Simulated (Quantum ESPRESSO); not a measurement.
## Ba (Im-3m): coupling and resistivity with EPW

Aim: the electron–phonon coupling and the phonon-limited resistivity of Ba (Im-3m), by Wannier interpolation to fine meshes.

Method: DFT LDA, scalar-relativistic, plane waves, PseudoDojo 0.4.1 norm-conserving pseudopotentials, in Quantum ESPRESSO 7.5.

The experiments to compare with:

“CRC Handbook of Chemistry and Physics, 84th edition, Electrical Resistivity of Pure Metals” (2003, CRC Press, section 12, read from Wikipedia's data page) quotes from earlier work for Ba (bulk crystal): resistivity at 300 K 34.3 μΩ cm; resistivity at 500 K 72.4 μΩ cm.

“Introduction to Solid State Physics” (2005, C. Kittel, read from Wikipedia's page on electronic specific heat) quotes from earlier work for Ba (bulk crystal): Sommerfeld coefficient γ (electronic heat capacity coefficient) 2.7 mJ/(mol K²).

Most raw output is cut from this account.

**1. Set-up**

It takes space group Im-3m (No. 229, cubic). Conventional cell: a = 5.013 Å, b = 5.013 Å, c = 5.013 Å, α = 90.00°, β = 90.00°, γ = 90.00°. Ba has 8 Ba at 4.34 Å nearest.

As a file:

```cif
data_structure
_symmetry_space_group_name_H-M 'P 1'
_symmetry_Int_Tables_number 1
_cell_length_a 4.3414
_cell_length_b 4.3414
_cell_length_c 4.3414
_cell_angle_alpha 109.471
_cell_angle_beta 109.471
_cell_angle_gamma 109.471
_cell_volume 62.99
loop_
_atom_site_label
_atom_site_type_symbol
_atom_site_fract_x
_atom_site_fract_y
_atom_site_fract_z
_atom_site_occupancy
Ba1 Ba 0.00000 0.00000 0.00000 1
```

**2. Relaxation**

The cell is relaxed under the functional used for all that follows.

The input, relax.in:

```
&control
   calculation = 'vc-relax'
   prefix = 'x'
   outdir = './tmp'
   pseudo_dir = './pseudo'
   tprnfor = .true.
   tstress = .true.
   etot_conv_thr = 1.0d-05
   forc_conv_thr = 4.0d-04
/
&system
   ibrav = 0
   nat = 1
   ntyp = 1
   ecutwfc = 44.0
   occupations = 'smearing'
   smearing = 'mv'
   degauss = 0.02
/
&electrons
   conv_thr = 1.0d-11
/
&ions
/
&cell
   press_conv_thr = 0.4
/
ATOMIC_SPECIES
 Ba    137.3270  Ba.upf
CELL_PARAMETERS angstrom
    -2.506500000    2.506500000    2.506500000
     2.506500000   -2.506500000    2.506500000
     2.506500000    2.506500000   -2.506500000
ATOMIC_POSITIONS crystal
 Ba     0.000000000   0.000000000   0.000000000
K_POINTS automatic
 12 12 12 0 0 0
```

Run with:

```console
$ OMP_NUM_THREADS=1 mpirun -n 8 pw.x -nk 8 -in relax.in > relax.out
```

Run time: 61 s. Hardware: 8 MPI ranks of Arm Neoverse N1, shared host.

Numbers from this step:

| Quantity | Value |
| --- | --- |
| free energy | -766.5130 eV |
| pressure | -0.002 GPa |
| volume per atom | 54.20 Å³/atom |

The volume ends at 54.20 Å³ an atom, -14.0 % from the start.

**3. Ground state**

Linear response needs a tightly converged ground state.

The input, scf.in:

```
&control
   calculation = 'scf'
   prefix = 'x'
   outdir = './tmp'
   pseudo_dir = './pseudo'
   tprnfor = .true.
   tstress = .true.
/
&system
   ibrav = 0
   nat = 1
   ntyp = 1
   ecutwfc = 44.0
   occupations = 'smearing'
   smearing = 'mv'
   degauss = 0.02
/
&electrons
   conv_thr = 1.0d-12
/
ATOMIC_SPECIES
 Ba    137.3270  Ba.upf
CELL_PARAMETERS angstrom
    -2.383994000    2.383994000    2.383994000
     2.383994000   -2.383994000    2.383994000
     2.383994000    2.383994000   -2.383994000
ATOMIC_POSITIONS crystal
 Ba     0.000000000   0.000000000   0.000000000
K_POINTS automatic
 12 12 12 0 0 0
```

Run with:

```console
$ OMP_NUM_THREADS=1 mpirun -n 8 pw.x -nk 8 -in scf.in > scf.out
```

Wall time 13 s (8 MPI ranks).

Numbers from this step:

| Item | Value |
| --- | --- |
| Fermi energy | 6.839 eV |

The Fermi level lies at 6.839 eV and the pressure is -0.002 GPa.

**4. Phonons on the coarse mesh**

ph.x gives the dynamical matrices and the changes of the potential on a coarse q mesh, which EPW interpolates.

The input, ph.in:

```
phonons
&inputph
   prefix = 'x'
   outdir = './tmp'
   tr2_ph = 1.0d-14
   fildyn = 'x.dyn'
   fildvscf = 'dvscf'
   ldisp = .true.
   nq1 = 4
   nq2 = 4
   nq3 = 4
   alpha_mix(1) = 0.5
   amass(1) = 137.327
/
```

Run with:

```console
$ OMP_NUM_THREADS=1 mpirun -n 8 ph.x -nk 8 -in ph.in > ph.out
```

Run time: 27 min. Hardware: 8 MPI ranks; 3.1 h of CPU time.

Numbers from this step:

| Property | Result |
| --- | --- |
| lowest frequency off the zone centre | 17.46 cm⁻¹ |
| largest magnitude of the acoustic modes at the zone centre, before the sum rule | 1.791 cm⁻¹ |

Frequencies at the irreducible wavevectors:

```csv
q1,q2,q3,star,mode 1 (cm⁻¹),mode 2 (cm⁻¹),mode 3 (cm⁻¹)
0,0,0,1,-1.8,-1.8,-1.8
0,0,0.25,12,17.5,36.8,55
0,0,-0.5,6,21.7,52.4,84.5
0,0.25,0.25,24,36.1,57.2,74.1
0.25,0.25,0.25,2,60.6,60.6,60.6
0.25,0.25,-0.25,6,50.8,52.3,52.3
0.25,-0.5,-0.5,12,47.7,64.3,78.7
-0.5,-0.5,-0.5,1,75.6,75.6,75.6
```

The lowest mode off the zone centre lies at 17.5 cm⁻¹ and the highest of all solved modes at 84.5 cm⁻¹, so the solved wavevectors are stable. The acoustic modes at the centre lie within 1.8 cm⁻¹ of zero before the sum rule is imposed.

**5. Bands for the check**

Bands on a path serve later as the test of the Wannier interpolation; inside the frozen window, points that lie on the coarse mesh match by construction, and those between them test it.

The input, bands.in:

```
&control
   calculation = 'bands'
   prefix = 'x'
   outdir = './tmp'
   pseudo_dir = './pseudo'
   verbosity = 'high'
/
&system
   ibrav = 0
   nat = 1
   ntyp = 1
   ecutwfc = 44.0
   occupations = 'smearing'
   smearing = 'mv'
   degauss = 0.02
   nbnd = 28
/
&electrons
   conv_thr = 1.0d-10
/
ATOMIC_SPECIES
 Ba    137.3270  Ba.upf
CELL_PARAMETERS angstrom
    -2.383994000    2.383994000    2.383994000
     2.383994000   -2.383994000    2.383994000
     2.383994000    2.383994000   -2.383994000
ATOMIC_POSITIONS crystal
 Ba     0.000000000   0.000000000   0.000000000
K_POINTS crystal
48
 0.00000000 0.00000000 0.00000000 0.02083333
 0.04545455 -0.04545455 0.04545455 0.02083333
 0.09090909 -0.09090909 0.09090909 0.02083333
 0.13636364 -0.13636364 0.13636364 0.02083333
[the list of k-points goes on]
```

Run with:

```console
$ OMP_NUM_THREADS=1 mpirun -n 8 pw.x -nk 8 -in bands.in > bands.out
```

It took 11 s on 8 MPI ranks; 77 s of CPU time.

**6. States on the coarse mesh**

Wannier functions need the states on a full uniform k mesh, and the couplings need it to be a multiple of the q mesh.

The input, nscf.in:

```
&control
   calculation = 'nscf'
   prefix = 'x'
   outdir = './tmp'
   pseudo_dir = './pseudo'
   verbosity = 'high'
/
&system
   ibrav = 0
   nat = 1
   ntyp = 1
   ecutwfc = 44.0
   occupations = 'smearing'
   smearing = 'mv'
   degauss = 0.02
   nbnd = 28
/
&electrons
   conv_thr = 1.0d-11
/
ATOMIC_SPECIES
 Ba    137.3270  Ba.upf
CELL_PARAMETERS angstrom
    -2.383994000    2.383994000    2.383994000
     2.383994000   -2.383994000    2.383994000
     2.383994000    2.383994000   -2.383994000
ATOMIC_POSITIONS crystal
 Ba     0.000000000   0.000000000   0.000000000
K_POINTS crystal
512
 0.00000000 0.00000000 0.00000000 0.00195312
 0.00000000 0.00000000 0.12500000 0.00195312
 0.00000000 0.00000000 0.25000000 0.00195312
 0.00000000 0.00000000 0.37500000 0.00195312
[the list of k-points goes on]
```

Run with:

```console
$ OMP_NUM_THREADS=1 mpirun -n 8 pw.x -nk 8 -in nscf.in > nscf.out
```

It took 2.3 min on 8 MPI ranks; 16 min of CPU time.

This step gave:

* Fermi energy: 6.817 eV

**7. Wannier functions and couplings**

Projections Ba s, p, d start 9 Wannier functions; states up to 2.5 eV over the Fermi level are frozen, and the projected functions are kept without the localisation step. Hamiltonian, force constants and couplings go to real space.

The input, epw1.in:

```
--
&inputepw
   prefix = 'x'
   outdir = './tmp'
   dvscf_dir = './save'
   elph = .true.
   etf_mem = 1
   nbndsub = 9
   bands_skipped = 'exclude_bands = 1-4'
   use_ws = .true.
   vme = 'wannier'
   asr_typ = 'crystal'
   nk1 = 8
   nk2 = 8
   nk3 = 8
   nq1 = 4
   nq2 = 4
   nq3 = 4
   amass(1) = 137.327
   epwwrite = .true.
   epwread = .false.
   wannierize = .true.
   num_iter = 0
   dis_win_max = 29.1
   dis_froz_max = 9.339
   proj(1) = 'Ba:s;p;d'
   wdata(1) = 'dis_num_iter = 600'
   wdata(2) = 'guiding_centres = .true.'
   wdata(3) = 'num_print_cycles = 50'
   wdata(4) = 'dis_mix_ratio = 0.7'
   band_plot = .true.
   filkf = 'path.dat'
   filqf = 'path.dat'
   fsthick = 100.0
   efermi_read = .true.
   fermi_energy = 6.8394
/
```

Run with:

```console
$ OMP_NUM_THREADS=1 mpirun -n 8 epw.x -nk 8 -in epw1.in > epw1.out
```

Run time: 21 min. Hardware: 8 MPI ranks; 2.5 h of CPU time.

Numbers from this step:

```yaml
r_m_s_error_of_the_interpolated_bands_from_2_ev_under_to_1_ev_over_the_fermi_level: 12.4 meV
largest_error_in_that_range: 51.9 meV
lowest_interpolated_frequency_on_the_path: 0 cm⁻¹
```

The electronic bands at the labelled points (eV, zero at the Fermi level; # counts the bands kept):

```csv
point,#1,#2,#3,#4,#5
Γ,-2.81,1.94,1.94,1.94,3.62
0.55 of the way,-0.48,0.45,2.19,2.19,3.45
H,-0.75,-0.75,5.08,5.08,5.08
halfway,-0.30,0.24,1.98,2.13,5.16
N,-1.01,0.63,1.83,3.62,4.30
halfway,-1.65,1.17,1.26,3.31,3.33
Γ,-2.81,1.94,1.94,1.94,3.62
halfway,-1.11,0.85,0.85,3.71,3.71
P,0.69,0.69,0.69,4.43,4.43
halfway,0.35,0.35,0.52,3.80,3.80
H,-0.75,-0.75,5.08,5.08,5.08
```

The same for Wannier interpolation:

| point | #1 | #2 | #3 | #4 | #5 |
| --- | --- | --- | --- | --- | --- |
| Γ | -2.81 | 1.94 | 1.94 | 1.94 | 3.74 |
| H | -0.75 | -0.75 | 5.47 | 5.47 | 5.47 |
| N | -1.01 | 0.63 | 1.83 | 3.70 | 4.32 |
| Γ | -2.81 | 1.94 | 1.94 | 1.94 | 3.74 |
| P | 0.69 | 0.69 | 0.69 | 4.45 | 4.45 |
| H | -0.75 | -0.75 | 5.47 | 5.47 | 5.47 |

The phonon branches at the labelled points (cm⁻¹):

```
          point  branch 1  branch 2  branch 3
              Γ         0         0         0
0.55 of the way        54        56        56
              H        76        76        76
        halfway        48        64        79
              N        22        52        84
        halfway        18        37        55
              Γ         0         0         0
        halfway        36        36        64
              P        61        61        61
        halfway        41        72        72
              H        76        76        76
```

Near the Fermi level the interpolated bands miss those of pw.x by 12 meV r.m.s. and 52 meV at most, each level matched to the nearest interpolated one; the r.m.s. value is under the 60 meV set for going on.

**8. Coupling and Tc: fine k 20×20×20, q 10×10×10, width 0.15 eV, window 0.61 eV**

The couplings are interpolated to a fine mesh near the Fermi level; their sum gives α²F and λ, and the linearised gap equation gives Tc.

The input, a2f-1.in:

```
--
&inputepw
   prefix = 'x'
   outdir = './tmp'
   dvscf_dir = './save'
   elph = .true.
   etf_mem = 1
   nbndsub = 9
   bands_skipped = 'exclude_bands = 1-4'
   use_ws = .true.
   vme = 'wannier'
   asr_typ = 'crystal'
   nk1 = 8
   nk2 = 8
   nk3 = 8
   nq1 = 4
   nq2 = 4
   nq3 = 4
   amass(1) = 137.327
   epwwrite = .false.
   epwread = .true.
   wannierize = .false.
   nkf1 = 20
   nkf2 = 20
   nkf3 = 20
   nqf1 = 10
   nqf2 = 10
   nqf3 = 10
   mp_mesh_k = .true.
   ephwrite = .true.
   eliashberg = .true.
   liso = .true.
   limag = .true.
   tc_linear = .true.
   tc_linear_solver = 'lapack'
   fsthick = 0.61
   degaussw = 0.15
   degaussq = 0.5
   nqstep = 500
   muc = 0.13
   wscut = 0.3
   nsiter = 500
   nstemp = 7
   temps = 0.5 1.0 2.0 4.0 8.0 16.0 32.0
/
```

Run with:

```console
$ OMP_NUM_THREADS=1 mpirun -n 8 epw.x -nk 8 -in a2f-1.in > a2f-1.out
```

Elapsed: 8.1 min, on 8 MPI ranks.

This step gave:

| Item | Value |
| --- | --- |
| coupling constant λ | 0.4088 |
| log mean phonon energy ħω_log | 4.551 meV |
| density of states at the Fermi level | 0.5954 states/eV a spin and cell |
| Fermi level on the fine mesh | 6.828 eV |

A2F against phonon energy; read off at these points:

phonon energy (meV), a2F and a bar:
```
     0.50      0.002 
     1.00      0.004 #
     1.50      0.006 #
     2.00      0.019 ###
     2.50      0.061 #########
     3.00      0.140 ######################
     3.25      0.159 #########################
     3.50      0.149 #######################
     4.00      0.168 ##########################
     4.36      0.195 ##############################
     4.50      0.189 #############################
     5.00      0.145 ######################
     5.50      0.132 ####################
     6.00      0.098 ###############
     6.50      0.133 ####################
     7.00      0.173 ###########################
     7.50      0.135 #####################
     8.00      0.105 ################
     8.50      0.110 #################
     9.00      0.140 ######################
     9.15      0.143 ######################
     9.50      0.114 ##################
    10.00      0.047 #######
    10.50      0.009 #
    11.00      0.001
```

Tc lies where the eigenvalue is 1; mu* = 0.13. Eigenvalue against temperature:

| T (K) | largest eigenvalue of the linearised gap equation |
| --- | --- |
| 0.5 | 0.8707 |
| 1 | 0.6861 |
| 2 | 0.505 |
| 4 | 0.3305 |
| 8 | 0.1735 |
| 16 | 0.06535 |
| 32 | 0.01671 |

λ = 0.409 and ħω_log = 4.55 meV. The eigenvalue stays under 1 down to 0.5 K.

**9. Resistivity: fine k 24×24×24, q 12×12×12, adaptive width, window 0.32 eV**

The Boltzmann equation is solved by iteration on a fine mesh; only states within the window around the Fermi level enter.

The input, bte-1.in:

```
--
&inputepw
   prefix = 'x'
   outdir = './tmp'
   dvscf_dir = './save'
   elph = .true.
   etf_mem = 1
   nbndsub = 9
   bands_skipped = 'exclude_bands = 1-4'
   use_ws = .true.
   vme = 'wannier'
   asr_typ = 'crystal'
   nk1 = 8
   nk2 = 8
   nk3 = 8
   nq1 = 4
   nq2 = 4
   nq3 = 4
   amass(1) = 137.327
   epwwrite = .false.
   epwread = .true.
   wannierize = .false.
   nkf1 = 24
   nkf2 = 24
   nkf3 = 24
   nqf1 = 12
   nqf2 = 12
   nqf3 = 12
   mp_mesh_k = .true.
   scattering = .true.
   iterative_bte = .true.
   epmatkqread = .false.
   assume_metal = .true.
   int_mob = .false.
   carrier = .false.
   ngaussw = -99
   mob_maxiter = 200
   broyden_beta = 0.7
   fsthick = 0.32
   degaussw = 0.0
   nstemp = 6
   temps = 150 200 273 300 400 500
   restart = .false.
   selecqread = .false.
/
```

Run with:

```console
$ OMP_NUM_THREADS=1 mpirun -n 8 epw.x -nk 8 -in bte-1.in > bte-1.out
```

Elapsed: 8.5 min, on 8 MPI ranks.

This step gave:

```
iterations           : 26
resistivity at 300 K : 43.67 μΩ cm
```

Resistivity, by row:

| T (K) | rho_xx (μΩ cm) | rho_yy | rho_zz | relaxation-time approximation, mean of the axes (μΩ cm) |
| --- | --- | --- | --- | --- |
| 150 | 24.92 | 24.92 | 24.92 | 25.56 |
| 200 | 32.25 | 32.25 | 32.25 | 32.96 |
| 273 | 40.81 | 40.81 | 40.81 | 41.55 |
| 300 | 43.67 | 43.67 | 43.67 | 44.41 |
| 400 | 53.96 | 53.96 | 53.96 | 54.71 |
| 500 | 64.56 | 64.56 | 64.56 | 65.29 |

ρ(300 K) = 43.7 μΩ cm; the relaxation-time start gave 44.4. One mesh does not show convergence. The largest adaptive width printed is 0.20 eV, against a window of 0.32 eV outside which no state is counted.

(Continued in part 2 of 2.)

[The logs of pw.x and epw.x are selected lines.]

[Logs are printed without paths, hosts, clocks, repeated set-up lines and the standing remarks that a program may print on its own settings, such as how far it seeks lower states.]

[Hosts, paths, dates, database ids (printed as entryN), source tags and the programs' standing remarks are cut or masked in the printed files.]
